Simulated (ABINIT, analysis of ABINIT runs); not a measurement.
## Ga-H pair in Si: local vibrational mode, PBE (ABINIT)

How near does this set-up come to the measured local vibrational mode? Subject: Ga-H pair in Si. Set-up: PBE, JTH 2.0 PBE, 32-site cell, PBE lattice, k: the single point 1/4 1/4 1/4, with the key encut. The model is a cell of 32 host atoms with Ga put on another atom's site and H put in between. The frequencies come from force constants among the defect atom and its neighbours, with the masses of the isotopes named.

Measured beforehand: Si-H stretch, 1H: 2171 cm⁻¹, by IR absorption (quoted in “Local vibrational modes of impurities in silicon”, 2008, M.D. McCluskey, quoting earlier work (1987)). The runs below try to reproduce this.

Program: ABINIT 10.8.3. Level of theory: ABINIT plane-wave DFT, PBE, JTH 2.0 PBE potentials; relaxation of all atoms of a defect supercell. Results are calculated unless marked as measured.

**1. The structure**

The cell holds 33 atoms: 31 Si, 1 Ga and 1 H. Its edges and angles: a = 9.472 Å, b = 9.472 Å, c = 9.472 Å, α = 109.5°, β = 109.5°, γ = 109.5°. It derives from Si (space group Fd-3m). Nearest the centre at fractional (0.441, 0.500, 0.500): H33 at 0.57 Å, Ga11 at 0.99 Å, Si23 at 2.05 Å, Si32 at 2.59 Å, Si26 at 2.61 Å, Si27 at 2.62 Å, Si8 at 3.42 Å, Si7 at 3.43 Å.

The host's primitive cell comes from a first run (ABINIT plane-wave DFT, PBE, JTH 2.0 PBE potentials; relaxation of cell and atoms of a defect-free cell): vectors of 3.867, 3.867 and 3.867 Å. That is 20.44 Å³ an atom, 2.1 % over the diffraction cell's volume. The supercell is built on it.

**2. Relaxation, charge 0**

Every later number rests on the structure around the defect, so the atoms are relaxed at the host's lattice first.

File run.abi:

```
# Ga-H pair in Si
acell 3*1.0 Angstrom
rprim
    -5.468385756    5.468385756    5.468385756
     5.468385756   -5.468385756    5.468385756
     5.468385756    5.468385756   -5.468385756
natom 33
ntypat 3
znucl 14 31 1
typat 1 1 1 1 1 1 1 1 1 1 2 1 1 1 1 1 1 1 1 1 1 1 1 1 1 1 1 1 1 1 1 1 3
xred
     0.001464898   -0.001068201    0.499749964
    -0.001855813    0.247533647    0.248316464
     0.002433178    0.501086943    0.001878342
    -0.002168704    0.749893254    0.749929835
     0.250567812   -0.001766113    0.248887643
     0.250752611    0.248771893    0.001180563
     0.251967222    0.502435376    0.751541072
     0.252318716    0.750417808    0.500291101
     0.499103755   -0.002094599    0.000233356
     0.499129687    0.247479846    0.749169295
     0.546209621    0.500927684    0.498817569
     0.501119364    0.750328644    0.248591622
     0.748069831   -0.002077559    0.747728657
     0.748036586    0.247616177    0.498926870
     0.751957636    0.500351600    0.252016438
     0.751768676    0.751695475    0.002492069
    -0.001455452   -0.001822490    0.247499781
    -0.000440307    0.251750977    0.001372800
     0.001515037    0.502541369    0.751035836
    -0.000589938    0.751860799    0.500733205
     0.250784298   -0.001629959   -0.000925429
     0.248089180    0.249808410    0.750526418
     0.225995972    0.501644828    0.502041190
     0.249191990    0.750546888    0.251707351
     0.500846491    0.000740303    0.748556174
     0.502481158    0.251131045    0.501790638
     0.502255246    0.501649695    0.250392915
     0.498035769    0.749865321    0.000417654
     0.747655270   -0.002060967    0.498228492
     0.751566118    0.252397237    0.250608649
     0.751265723    0.499376700   -0.001195885
     0.747741420    0.748501276    0.747779723
     0.382391334    0.501879211    0.500992339
pseudos "Si.xml, Ga.xml, H.xml"
ecut 23.0
pawecutdg 46.0
kptopt 0
nkpt 1
kpt 0.25 0.25 0.25
nsym 1
chkprim 0
maxnsym 12000
nband 80
occopt 3
tsmear 0.01 eV
nstep 100
diemac 4.0
tolrff 0.02
ionmov 22
ntime 70
tolmxf 1.9e-04
paral_kgb 1
npband 4
npfft 1
np_spkpt 1
bandpp 20
wfoptalg 114
iomode 3
prtwf 0
prteig 0
prtebands 0
prtden 0
encut 400
```

On the command line:

```bash
$ OMP_NUM_THREADS=1 mpirun -n 4 abinit run.abi > run.log
```

Log:

```text
Symmetries : space group P1 (#  1); Bravais aP (primitive triclinic)
================================================================================
 Values of the parameters that define the memory need of the present run
     intxc =       0    ionmov =      22      iscf =      17    lmnmax =      18
     lnmax =       6     mgfft =      80  mpssoang =       3    mqgrid =    4462
     natom =      33  nloc_mem =       2    nspden =       1   nspinor =       1
    nsppol =       1      nsym =       1    n1xccc =       1    ntypat =       3
    occopt =       3   xclevel =       2
-    mband =          80        mffmem =           1         mkmem =           1
       mpw =        5830          nfft =      512000          nkpt =           1
Pmy_natom=         9
 PAW method is used; the additional fine FFT grid is defined by:
   mgfftf=       120    nfftf =   1728000
================================================================================
  Rough estimation (10% accuracy) of disk space for files :
_ WF disk file :      7.119 Mbytes ; DEN or POT disk file :     13.186 Mbytes.
================================================================================

--------------------------------------------------------------------------------
------------- Echo of variables that govern the present computation ------------
--------------------------------------------------------------------------------
-
- outvars: echo of selected default values
-   iomode0 =  0 , fftalg0 =312 , wfoptalg0 = 10
-
- outvars: echo of global parameters not present in the input file
-  max_nthreads =    1
-
 -outvars: echo values of preprocessed input variables --------
-          iomode           3
            acell      1.8897261259E+00  1.8897261259E+00  1.8897261259E+00 Bohr
              amu      2.80855000E+01  6.97230000E+01  1.00794000E+00
           bandpp          20
          chkprim           0
     densfor_pred           6
           diemac      4.00000000E+00
             ecut      2.30000000E+01 Hartree
-          fftalg         312
           ionmov          22
              ixc     -101130
              kpt      2.50000000E-01  2.50000000E-01  2.50000000E-01
           kptopt           0
          maxnsym    ***
            natom          33
            nband          80
            ngfft          80      80      80
          ngfftdg         120     120     120
             nkpt           1
-          npband           4
            nstep         100
             nsym           1
            ntime          70
           ntypat           3
              occ      2.000000  2.000000  2.000000  2.000000  2.000000  2.000000
                       2.000000  2.000000  2.000000  2.000000  2.000000  2.000000
                       2.000000  2.000000  2.000000  2.000000  2.000000  2.000000
                       2.000000  2.000000  2.000000  2.000000  2.000000  2.000000
[...]
2.000000  2.000000  2.000000  0.000000  0.000000  0.000000
                       0.000000  0.000000  0.000000  0.000000  0.000000  0.000000
                       0.000000  0.000000
           occopt           3
        optforces           1
        paral_kgb           1
        pawecutdg      4.60000000E+01 Hartree
           prtden           0
        prtebands           0
           prteig           0
            prtwf           0
            rprim     -5.4683857560E+00  5.4683857560E+00  5.4683857560E+00
                       5.4683857560E+00 -5.4683857560E+00  5.4683857560E+00
                       5.4683857560E+00  5.4683857560E+00 -5.4683857560E+00
          spgroup           1
           tolmxf      1.90000000E-04
           tolrff      2.00000000E-02
           tsmear      3.67493222E-04 Hartree
            typat      1  1  1  1  1  1  1  1  1  1  2  1  1  1  1  1  1  1  1  1
                       1  1  1  1  1  1  1  1  1  1  1  1  3
           useylm           1
         wfoptalg         114
           xangst      2.7189736222E+00  2.7466775472E+00 -2.7306562925E+00
                       2.7216479855E+00 -5.8675560426E-03 -1.4429046707E-02
[...]
xcart      5.1381154895E+00  5.1904683204E+00 -5.1601925368E+00
[...]
xred      1.4648980000E-03 -1.0682010000E-03  4.9974996400E-01
[...]
7.4774142000E-01  7.4850127600E-01  7.4777972300E-01
                       3.8239133400E-01  5.0187921100E-01  5.0099233900E-01
            znucl       14.00000   31.00000    1.00000

================================================================================

 chkinp: Checking input parameters for consistency.

message: |
    Found token: `ENCUT` in the input file.
    This name is not one of the registered input variable names (see
    Action: check your input file. Perhaps you mistyped the input variable,
    or specified "img", although this was not permitted for this input variable.

message: |
    Found token: `ENCUT` in the input file.
    This name is not one of the registered input variable names (see
    Action: check your input file. Perhaps you mistyped the input variable,
    or specified "img", although this was not permitted for this input variable.

ERROR:  Found token: `ENCUT` in the input file. This name is not one of the registered input variable names (see  Action: check your input file. Perhaps you mistyped the input variable, or specified "img", although this was not permitted for this input variable.
```

Run time: 1.2 s. Hardware: 4 MPI ranks of AMD EPYC 7R13 (Zen 3), shared host; peak memory 0.09 GiB.

The input was rejected at the start.

The program's message: “ERROR:  Found token: `ENCUT` in the input file. This name is not one of the registered input variable names (see  Action: check your input file. Perhaps you mistyped the input variable, or specified " …”

**3. Outcome**

The local vibrational mode was not obtained, because the step “relaxation, charge 0” was refused by the program; the cause lies in the set-up: encut is no key of this program.

[Logs are printed without paths, hosts, clocks, repeated set-up lines and the standing remarks that a program may print on its own settings, such as how far it seeks lower states.]

[Hosts, paths, dates, database ids (printed as entryN), source tags and the programs' standing remarks are cut or masked in the printed files.]

[For some hosts the program warned that the k-mesh of the response run may be too coarse for force constants and the static dielectric constant; such warnings are not shown here.]
